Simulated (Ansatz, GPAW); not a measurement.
## STM contrast on 1T-VBrI bilayer, AA

What would a tunnelling microscope show on 1T-VBrI bilayer, AA?

Main program and level: GPAW 26.7.0 and Ansatz 0.2.0; Ansatz plane waves; layer without images along its normal, relaxation of atoms and in-plane cell, with D3(BJ) dispersion, in the first sound run; inputs show where later runs differ.

### 1. Starting point

The cell holds 6 atoms: 2 I, 2 V and 2 Br. Its edges and angles: a = 3.908 Å, b = 3.908 Å, c = 27.646 Å, α = 90.0°, β = 90.0°, γ = 120.0°. Regions: layer 1: 1T-VBrI, 3 atoms (1 I, 1 V and 1 Br); layer 2: 1T-VBrI, 3 atoms (1 I, 1 V and 1 Br). Vacuum lies along c.

### 2. Relaxation

Forces are removed first; all later runs use this geometry.

input.yaml

```yaml
crystal:
  lattice:
    - [3.9076655, 0.0, 0.0]
    - [-1.95383275, 3.3841375925, 0.0]
    - [0.0, 0.0, 27.6457621734]
  atoms:
    - { symbol: I, position: [0.6666666667, 0.3333333333, 0.3255471831] }
    - { symbol: V, position: [0.0, 0.0, 0.3893337822], spin: 1.0 }
    - { symbol: Br, position: [0.3333333333, 0.6666666667, 0.4412206475] }
    - { symbol: I, position: [0.6666666667, 0.3333333333, 0.5587793525] }
    - { symbol: V, position: [0.0, 0.0, 0.6225659516], spin: -1.0 }
    - { symbol: Br, position: [0.3333333333, 0.6666666667, 0.6744528169] }
  periodic: [true, true, false]
magnetization:
  spin_polarized: true
kpoints:
  mp_grid: { grid: [9, 9, 1] }
hamiltonian:
  xc: pbe
  dispersion: d3bj
scf:
  occupations: { method: fermi_dirac, width: 0.05 }
relax:
  f_tol: 0.01
  max_steps: 90
  cell: {}
```

Run with:

```sh
ansatz run input.yaml --threads 4 --pin off --max-ram 8192MiB --backend cpu --events-out ev --progress --plain --runs-dir out
```

Numbers of over 12 decimals in the logs are rounded to 6 here.

Output:

```text
Warning: crystal.periodic: the lattice vector that does not repeat stood 0.000° off the slab's normal, 27.646 Å along it as the deck builds it. The run solves the slab on a vector along the normal, 43.092 Å long, with every atom where it was (on the deck's vector they left 18.00 Å outside them, and the widest stretch free of ions among them is 3.25 Å). A fractional position that the run reports is one of the run's ce [...]
crystal.periodic: the lattice vector that does not repeat stood 0.000° off the slab's normal, 27.646 Å along it as the deck builds it. The run solves the slab on a vector along the normal, 43.092 Å long, with every atom where it was (on the deck's vector they left 18.00 Å outside them, and the widest stretch free of ions among them is 3.25 Å). A fractional position that the run reports is one of the run's cell, which [...]
Engine: ansatz 0.2.0, x86_64-unknown-linux-gnu
Pseudopotentials: kind: paw
Pseudopotential: I, paw, valence charge 17, recommended cutoff 420 eV (normal), I.paw.azcp
Pseudopotential: V, paw, valence charge 13, recommended cutoff 420 eV (normal), V.paw.azcp
Pseudopotential: Br, paw, valence charge 7, recommended cutoff 420 eV (normal), Br.paw.azcp
Functional definition: PBE
  parameter kappa = 0.804
  parameter beta = 0.066725
  exchange = pbe_x(kappa = kappa, mu = beta*pi^2/3)
  correlation = pbe_c(beta = beta)
Crystal: 6 atoms, lattice volume = 569.846 Å³
Basis set: ecut = 420 eV, 11269 PW (Γ), exchange–correlation on 54×54×600 points (8 copies of the dense FFT grid, shifted against one another)
Bands: 46, of which v1, the nominal top of the filled ones, is band 37 counted from 1 (36 counted from 0)
Symmetry: 6 space group operations
Space group: P3m1 (ITA 156), of the structure as read, at distance tolerance 8.3e-5 Å
Magnetic group: BNS 156.49 (UNI 1279), of the structure as read, at distance tolerance 8.3e-5 Å
k-points: 12 of 81 (time reversal used)
Non-local potential: I, projectors of the file, l = 0: 2, l = 1: 2, l = 2: 2, l = 3: 2
Non-local potential: V, projectors of the file, l = 0: 3, l = 1: 2, l = 2: 3, l = 3: 1
Non-local potential: Br, projectors of the file, l = 0: 2, l = 1: 2, l = 2: 2
PAW form: soft (Blöchl's): semilocal exchange-correlation on the pseudo side does not see the compensation charge
PAW one-centre angular grid: I, 590 points (default); XC on 64 Gauss nodes
PAW one-centre angular grid: V, 590 points (default); XC on 64 Gauss nodes
PAW one-centre angular grid: Br, 110 points (default); XC on 64 Gauss nodes
Initial density: superposition of atomic densities (neutral atoms: chi_scale 0, normalization atom)
Starting moments: Σ|m| = 2 μB on 2 of 6 sites
Starting magnetic order: compensated ferrimagnet; no operation exchanges its spin sublattices
Initial wavefunctions: pseudopotential atomic-orbital guess
Functional: x = pbe(κ = 0.804, μ = 0.219515), c = pbe(β = 0.066725)
iter 1 solved again at ethr=2.03e-3 eV; its pass at ethr=3.10e-3 eV (dr2=1.50e0 eV) is discarded
SCF iter   1: F=—  HF=-26419.279230 eV  |F-HF|=—  |Δ(HF+E_count)|=         —  Δρ=1.09e-2 (↑1.09e-2 ↓1.08e-2)  dr2=1.52e0  dr2_m=2.76e-1  M=0.013 μB ∫|m|=2.718 μB  β_m=0.30  ethr=2.03e-3  ⟨swp⟩=1.2  Hψ=8309  notcnv=0
Mixer restart at iter 1: flushing history
preconditioner: auto → LDOS  [metal: Δε(μ)=0.010 eV  Ē_g=6.367 eV  σ=0.050 eV  W_gap=0.05  n_scr=68 (ndim 8)  ℏωp=9.1 eV  f_vac=0.689  D(μ)=15.24/eV (n_scr^D=132)]
spin=Collinear: LDOS preconditioning applied to the charge; magnetization (m = ρ↑ − ρ↓) channel mixes plain (no charge-response kernel on spin).
SCF iter   2: F=—  HF=-26419.915441 eV  |F-HF|=—  |Δ(HF+E_count)|=   6.36e-1  Δρ=9.20e-3 (↑9.19e-3 ↓9.20e-3)  dr2=4.62e-1  dr2_m=2.93e-1  M=-0.003 μB ∫|m|=3.074 μB  β_m=0.65  ethr=2.03e-3  ⟨swp⟩=3.3  Hψ=1587  notcnv=0
SCF iter   3: F=—  HF=-26420.944195 eV  |F-HF|=—  |Δ(HF+E_count)|=    1.03e0  Δρ=1.06e-2 (↑1.06e-2 ↓1.06e-2)  dr2=2.04e-2  dr2_m=5.85e-1  M=-0.026 μB ∫|m|=4.721 μB  β_m=0.82  ethr=6.24e-4  ⟨swp⟩=5.0  Hψ=2684  notcnv=0
SCF iter   4: F=—  HF=-26422.923265 eV  |F-HF|=—  |Δ(HF+E_count)|=         —  Δρ=1.85e-2 (↑1.84e-2 ↓1.85e-2)  dr2=5.03e-2  dr2_m=1.76e0  M=0.000 μB ∫|m|=6.127 μB  β_m=1.00  ethr=2.75e-5  ⟨swp⟩=3.5  Hψ=2480  notcnv=0  κ⁻¹=7.2e-3(r=2)
SCF iter   5: F=—  HF=-26422.858792 eV  |F-HF|=—  |Δ(HF+E_count)|=   6.45e-2  Δρ=2.26e-2 (↑2.15e-2 ↓2.26e-2)  dr2=3.28e-1  dr2_m=2.51e0  M=0.001 μB ∫|m|=6.177 μB  β_m=0.82  ethr=6.76e-5  ⟨swp⟩=5.6  Hψ=3083  notcnv=0  defer=10
SCF iter   6: F=—  HF=-26422.517221 eV  |F-HF|=—  |Δ(HF+E_count)|=   3.42e-1  Δρ=9.15e-3 (↑9.15e-3 ↓8.37e-3)  dr2=1.65e-1  dr2_m=3.91e-1  M=0.000 μB ∫|m|=6.278 μB  β_m=0.91  ethr=6.76e-5  ⟨swp⟩=4.8  Hψ=3143  notcnv=0  defer=38
SCF iter   7: F=—  HF=-26422.749880 eV  |F-HF|=—  |Δ(HF+E_count)|=   2.33e-1  Δρ=6.55e-3 (↑6.55e-3 ↓5.17e-3)  dr2=1.27e0  dr2_m=1.01e-1  M=0.000 μB ∫|m|=6.382 μB  β_m=0.65  ethr=6.76e-5  ⟨swp⟩=5.5  Hψ=3744  notcnv=0  defer=39
SCF iter   8: F=—  HF=-26422.473769 eV  |F-HF|=—  |Δ(HF+E_count)|=   2.76e-1  Δρ=1.34e-3 (↑1.14e-3 ↓1.34e-3)  dr2=1.75e-2  dr2_m=7.30e-3  M=0.000 μB ∫|m|=6.347 μB  β_m=0.51  ethr=6.76e-5  ⟨swp⟩=4.9  Hψ=3194  notcnv=0  defer=39
SCF iter   9: F=—  HF=-26422.468501 eV  |F-HF|=—  |Δ(HF+E_count)|=   5.27e-3  Δρ=2.82e-4 (↑2.55e-4 ↓2.82e-4)  dr2=3.82e-4  dr2_m=3.35e-4  M=0.000 μB ∫|m|=6.343 μB  β_m=0.56  ethr=2.37e-5  ⟨swp⟩=3.0  Hψ=1924  notcnv=0  defer=39
SCF iter  10: F=—  HF=-26422.468531 eV  |F-HF|=—  |Δ(HF+E_count)|=   2.94e-5  Δρ=1.07e-4 (↑1.04e-4 ↓1.07e-4)  dr2=1.94e-4  dr2_m=5.01e-5  M=0.000 μB ∫|m|=6.346 μB  β_m=0.57  ethr=5.16e-7  ⟨swp⟩=3.3  Hψ=2271  notcnv=0  defer=40
SCF iter  11: F=—  HF=-26422.468605 eV  |F-HF|=—  |Δ(HF+E_count)|=   7.47e-5  Δρ=7.82e-5 (↑7.82e-5 ↓6.84e-5)  dr2=3.23e-5  dr2_m=2.59e-5  M=0.000 μB ∫|m|=6.350 μB  β_m=0.55  ethr=2.62e-7  ⟨swp⟩=2.6  Hψ=1631  notcnv=0  defer=40
SCF iter  12: F=—  HF=-26422.468639 eV  |F-HF|=—  |Δ(HF+E_count)|=   3.38e-5  Δρ=2.15e-5 (↑2.15e-5 ↓1.81e-5)  dr2=2.83e-6  dr2_m=1.92e-6  M=0.000 μB ∫|m|=6.352 μB  β_m=0.60  ethr=4.36e-8  ⟨swp⟩=3.1  Hψ=2136  notcnv=0  defer=40
SCF iter  13: F=—  HF=-26422.468643 eV  |F-HF|=—  |Δ(HF+E_count)|=   3.91e-6  Δρ=5.24e-6 (↑5.24e-6 ↓5.23e-6)  dr2=8.68e-7  dr2_m=1.13e-7  M=0.000 μB ∫|m|=6.353 μB  β_m=0.66  ethr=3.83e-9  ⟨swp⟩=3.1  Hψ=2281  notcnv=0  defer=40
SCF iter  14: F=—  HF=-26422.468643 eV  |F-HF|=—  |Δ(HF+E_count)|=   2.62e-7  Δρ=3.10e-6 (↑3.10e-6 ↓2.78e-6)  dr2=4.58e-7  dr2_m=2.65e-8  M=0.000 μB ∫|m|=6.353 μB  β_m=0.63  ethr=1.17e-9  ⟨swp⟩=2.8  Hψ=1835  notcnv=0  defer=40
[...]
SCF 3 converged in 8 iterations: F = -26422.549883 eV  dr2 = 2.50e-7
relax step   3: F+E_penalty+E_count = -26422.54988342 eV  Δ(F+E_penalty+E_count) = -6.290e-2 eV  max|allowed force component| = 1.078e-1 eV/Å  Δτ_max = 0.1743 Å  P = -0.045 N/m  Ω = 572.991 Å³  energy of the carried Pulay correction = -1.406e-4 eV  fix = [c, alpha, beta]  reactions: c -0.000 N/m  (8 SCF iters, dr2 threshold 6.00e-7 eV, accepted)
[...]
relax step   4: F+E_penalty+E_count = -26422.55084205 eV  Δ(F+E_penalty+E_count) = -9.586e-4 eV  max|allowed force component| = 5.951e-2 eV/Å  Δτ_max = 0.0067 Å  P = +0.025 N/m  Ω = 572.940 Å³  energy of the carried Pulay correction = -1.384e-4 eV  fix = [c, alpha, beta]  reactions: c +0.000 N/m  (5 SCF iters, dr2 threshold 6.00e-7 eV, accepted)
[...]
relax step   5: F+E_penalty+E_count = -26422.55124609 eV  Δ(F+E_penalty+E_count) = -4.040e-4 eV  max|allowed force component| = 1.163e-3 eV/Å  Δτ_max = 0.0060 Å  P = +0.022 N/m  Ω = 572.987 Å³  energy of the carried Pulay correction = -1.404e-4 eV  fix = [c, alpha, beta]  reactions: c +0.000 N/m  (5 SCF iters, dr2 threshold 2.21e-7 eV, accepted)
Initial wavefunctions: pseudopotential atomic-orbital guess (no wavefunctions were taken with the density)
iter 1 solved again at ethr=1.06e-6 eV; its pass at ethr=3.10e-3 eV (dr2=7.86e-4 eV) is discarded
SCF iter   1: F=—  HF=-26422.547631 eV  |F-HF|=—  |Δ(HF+E_count)|=         —  Δρ=4.37e-5 (↑4.37e-5 ↓4.31e-5)  dr2=1.07e-6  dr2_m=1.01e-7  M=0.000 μB ∫|m|=6.355 μB  β_m=0.65  ethr=1.06e-6  ⟨swp⟩=5.0  Hψ=10821  notcnv=0
eigensolver tolerance schedule: the retry pair's looser diagonalisation over-reported the residual by 735.16 of it (diagonalisation noise at 0.34 of the residual, at the tolerance the schedule requests for it); recorded, not acted on — ethr = c·dr2/N_el stays at c = 1.0e-1
preconditioner: auto → Resta (q_TF=auto, 1.940 Å⁻¹)  ε∞=2.3  [insulator: Δε(μ)=0.874 eV  Ē_g=8.278 eV  σ=0.050 eV  W_gap=1.00  n_scr=68 (ndim 8)  ℏωp=9.6 eV  f_vac=0.699  D(μ)=0.00/eV (n_scr^D=0)  ε∞_Penn≈2.3  vacuum switching on, ρ_ref=5.0e-3 e/Å³]
spin=Collinear: Resta preconditioning applied to the charge; magnetization (m = ρ↑ − ρ↓) channel mixes plain (no charge-response kernel on spin).
SCF iter   2: F=—  HF=-26422.550574 eV  |F-HF|=—  |Δ(HF+E_count)|=   2.94e-3  Δρ=1.55e-5 (↑1.55e-5 ↓1.53e-5)  dr2=1.88e-7  dr2_m=1.77e-8  M=0.000 μB ∫|m|=6.355 μB  β_m=0.57  ethr=1.44e-9  ⟨swp⟩=4.7  Hψ=3298  notcnv=0
SCF iter   3: F=—  HF=-26422.551175 eV  |F-HF|=—  |Δ(HF+E_count)|=   6.01e-4  Δρ=6.18e-6 (↑6.18e-6 ↓6.11e-6)  dr2=3.93e-8  dr2_m=4.04e-9  M=0.000 μB ∫|m|=6.355 μB  β_m=0.61  ethr=2.54e-10  ⟨swp⟩=3.2  Hψ=2106  notcnv=0
SCF iter   4: F=—  HF=-26422.551395 eV  |F-HF|=—  |Δ(HF+E_count)|=   2.20e-4  Δρ=4.42e-7 (↑4.21e-7 ↓4.42e-7)  dr2=3.42e-9  dr2_m=2.78e-10  M=0.000 μB ∫|m|=6.355 μB  β_m=0.61  ethr=5.31e-11  ⟨swp⟩=3.7  Hψ=2048  notcnv=0
SCF iter   5: F=—  HF=-26422.551398 eV  |F-HF|=—  |Δ(HF+E_count)|=   2.64e-6  Δρ=1.65e-7 (↑1.63e-7 ↓1.65e-7)  dr2=4.77e-10  dr2_m=9.04e-11  M=0.000 μB ∫|m|=6.355 μB  β_m=0.66  ethr=4.63e-12  ⟨swp⟩=3.3  Hψ=2150  notcnv=0
SCF iter   6: F=—  HF=-26422.551380 eV  |F-HF|=—  |Δ(HF+E_count)|=   1.79e-5  Δρ=1.20e-7 (↑1.20e-7 ↓1.05e-7)  dr2=7.52e-10  dr2_m=3.24e-11  M=0.000 μB ∫|m|=6.355 μB  β_m=0.66  ethr=1.00e-12  ⟨swp⟩=4.5  Hψ=2812  notcnv=0
SCF iter   7: F=—  HF=-26422.551380 eV  |F-HF|=—  |Δ(HF+E_count)|=   6.48e-8  Δρ=6.68e-8 (↑6.67e-8 ↓6.68e-8)  dr2=2.60e-10  dr2_m=9.62e-12  M=0.000 μB ∫|m|=6.355 μB  β_m=0.83  ethr=1.00e-12  ⟨swp⟩=2.4  Hψ=1423  notcnv=0
SCF iter   8: F=—  HF=-26422.551380 eV  |F-HF|=—  |Δ(HF+E_count)|=   6.15e-8  Δρ=3.12e-8 (↑3.12e-8 ↓2.51e-8)  dr2=9.72e-11  dr2_m=8.55e-13  M=0.000 μB ∫|m|=6.355 μB  β_m=0.74  ethr=1.00e-12  ⟨swp⟩=2.2  Hψ=1477  notcnv=0
SCF iter   9: F=—  HF=-26422.551380 eV  |F-HF|=—  |Δ(HF+E_count)|=   3.23e-9  Δρ=1.18e-8 (↑1.18e-8 ↓1.08e-8)  dr2=1.79e-11  dr2_m=6.76e-14  M=0.000 μB ∫|m|=6.355 μB  β_m=0.74  ethr=1.00e-12  ⟨swp⟩=1.6  Hψ=1239  notcnv=0
SCF iter  10: F=-26422.551380 eV  HF=-26422.551380 eV  |F-HF|=5.24e-10  |Δ(HF+E_count)|=  2.91e-11  Δρ=5.37e-9 (↑5.37e-9 ↓4.77e-9)  dr2=1.93e-12  dr2_m=1.46e-14  M=0.000 μB ∫|m|=6.355 μB  ethr=1.00e-12  ⟨swp⟩=8.0  Hψ=5112  notcnv=0
SCF 6 converged in 10 iterations: F = -26422.551380 eV  dr2 = 1.93e-12
relax step   6: F+E_penalty+E_count = -26422.55137998 eV  Δ(F+E_penalty+E_count) = -1.339e-4 eV  max|allowed force component| = 1.024e-3 eV/Å  Δτ_max = 0.0000 Å  P = +0.022 N/m  Ω = 572.987 Å³  fix = [c, alpha, beta]  reactions: c +0.000 N/m  stress off target by 2.22e-2 N/m on what of the cell is left free  SCF on the basis re-selected at this cell (its energy is not comparable with the rows above)  (10 SCF iters)
basis re-selected at this cell: Δ(F+E_penalty+E_count) = -1.339e-4 eV, ΔP = +0.000 N/m vs the last step (what re-selecting the basis moved, of the pressure what is left beyond the Pulay correction that the steps carried, after the strain that the cell walked since its last selection, with what the two solves' SCF thresholds leave and, on support functions, any second-order correction that the steps lacked; it is no m [...]
SCF converged after 10 iterations
Magnetization: 0.0001 μB (37.0001 up, 36.9999 down)
Absolute magnetization: 6.3585 μB (∫|ρ↑−ρ↓|, with the PAW one-centre terms)
Spin contamination: 3.0440 ħ² per cell (⟨S²⟩ above its minimum at these occupations)
Per-site moments (μB) at R_I (Å): [(-0.031250, 1.153078), (2.543571, 1.094366), (-0.013606, 1.094366), (0.030840, 1.150413), (-2.549643, 1.097812), (0.014107, 1.097812)]
Free energy (F): -26422.551380 eV
Harris-Foulkes:  -26422.551380 eV  (|F-HF|=5.24e-10)
Internal energy: -26422.551313 eV  (E = F + TS)
E sigma→0 (E₀):  -26422.551346 eV
Entropy (-TS):   -0.000067 eV (-0.011 meV/atom)
Fermi energy:    -3.839317 eV
--- Per-component energies (eV) ---
  E_band       = -2159.607158
  E_kinetic    = 1314.613683
  E_local      = -263597.421276  (includes V_loc(G=0)·N_el)
  E_nonlocal   = -117.214952
  E_hartree    = 131148.817557
  E_xc         = -1042.404814
  E_vxc        = -790.218496  (∫ρ·V_xc dr)
  E_paw        = -16361.743192  (= ΣΔE_a)
  E_vpaw       = -1267.001410  (= ΣTr[D̂ρ^β])
  E_aug_tail   = 0.000529  (compensation charges beyond the density's cutoff)
  E_ewald      = 122234.576684
  E_disp       = -1.775531  (pairwise vdW)
  E_smearing   = -0.000067  (= −TS)
  E_closure    = -0.000000  (closes the sum)
  Σ components = -26422.551380   (vs F -26422.551380, Δ=0.00e0)
--- Forces (eV/Å), atoms counted from 1 ---
  atom   1  I      0.00000000     0.00000000    -0.00010281
  atom   2  V      0.00000000    -0.00000000    -0.00012154
  atom   3  Br     0.00000000     0.00000000     0.00020840
  atom   4  I     -0.00000000     0.00000000     0.00057030
  atom   5  V      0.00000000    -0.00000000     0.00046960
  atom   6  Br     0.00000000    -0.00000000    -0.00102407
  max |Σ_I F_I| component: 1.22e-7 eV/Å
--- 2D stress c σ (N/m, compression-positive) ---
        0.022199       0.000000       0.000000
        0.000000       0.022199      -0.000000
        0.000000      -0.000000       0.000000
  P = ½ c Tr σ = 0.0222 N/m
--- Relaxed structure (5 steps of the walk, 5 accepted, 1 SCFs on fresh bases) ---
  F+E_penalty+E_count = -26422.55137998 eV   max|allowed force component| = 1.024e-3 eV/Å   (the final SCF, on the basis selected at the relaxed cell)
  cell:  # Å, volume = 572.9866 Å³
    - [3.918420, 0, 0]
    - [-1.959210, 3.393451, 0]
    - [0, 0, 43.091524]
  atoms:
    - { symbol: I, position: [0.666667, 0.333333, 0.212798] }
    - { symbol: V, position: [-1.319834016851948e-18, 5.279336067407796e-19, 0.250901] }
    - { symbol: Br, position: [0.333333, 0.666667, 0.283060] }
    - { symbol: I, position: [0.666667, 0.333333, 0.359110] }
    - { symbol: V, position: [2.8932197433954575e-18, -1.1572878973581813e-18, 0.396957] }
    - { symbol: Br, position: [0.333333, 0.666667, 0.429486] }
```

Run time: 68 s. Hardware: 4 threads of Intel Xeon Platinum 8488C (Sapphire Rapids), shared host; peak memory 1.4 GiB; 4.3 min of CPU time.

Step by step:

```
step  energy less that of the first step (eV)  largest force component (eV/Å)  volume (Å³)
   1                                   0.0000                          0.5923       569.85
   2                                  -0.0183                          0.5247       577.64
   3                                  -0.0812                          0.1078       572.99
   4                                  -0.0822                          0.0595       572.94
   5                                  -0.0826                          0.0012       572.99
  6*                                  -0.0827                          0.0010       572.99
```

Relaxation steps marked * repeat the geometry before them on a plane-wave basis chosen anew for their cell, so energy and pressure can jump there.

Forces are held to the 6 operations that the run works with; a distortion that breaks them can't arise in this run.

```
cell as run  before  after  change
      a (Å)   3.908  3.918  +0.3 %
      b (Å)   3.908  3.918  +0.3 %
```

The atoms that moved most (Å, along periodic axes as changes of fractional coordinates times the final cell, across vacuum about the mean position):

```
atom     dx     dy      dz  length
  I1  0.000  0.000   0.170   0.170
 Br6  0.000  0.000  -0.139   0.139
  V5  0.000  0.000  -0.106   0.106
  V2  0.000  0.000   0.048   0.048
  I4  0.000  0.000   0.027   0.027
```

Final coordinates:

```xyz
6
Lattice="3.9184 0.0000 0.0000 -1.9592 3.3935 0.0000 0.0000 0.0000 43.0915" Properties=species:S:1:pos:R:3
I     1.9592    1.1312    9.1698
V     0.0000    0.0000   10.8117
Br    0.0000    2.2623   12.1975
I     1.9592    1.1312   15.4746
V     0.0000    0.0000   17.1055
Br    0.0000    2.2623   18.5072
```

Numbers from this step:

* free energy: -26422.5514 eV
* gap by band count: 0.8740 eV
* absolute magnetization: 6.359 μB
* site moments: -0.03125, 2.544, -0.01361, 0.03084, -2.550, 0.01411 μB
* symmetry operations: 6

Site moment by atom:

```
atom  site moment (μB)
  I1             -0.03
  V2              2.54
 Br3             -0.01
  I4              0.03
  V5             -2.55
 Br6              0.01
```

The relaxation lowered the energy of the cell by 0.0827 eV.

(Part 1 of 4 ends here.)

[Logs are printed without paths, hosts, clocks, repeated set-up lines and the standing remarks that a program may print on its own settings, such as how far it seeks lower states.]

[Hosts, paths, dates, database ids (printed as entryN), source tags and the programs' standing remarks are cut or masked in the printed files.]
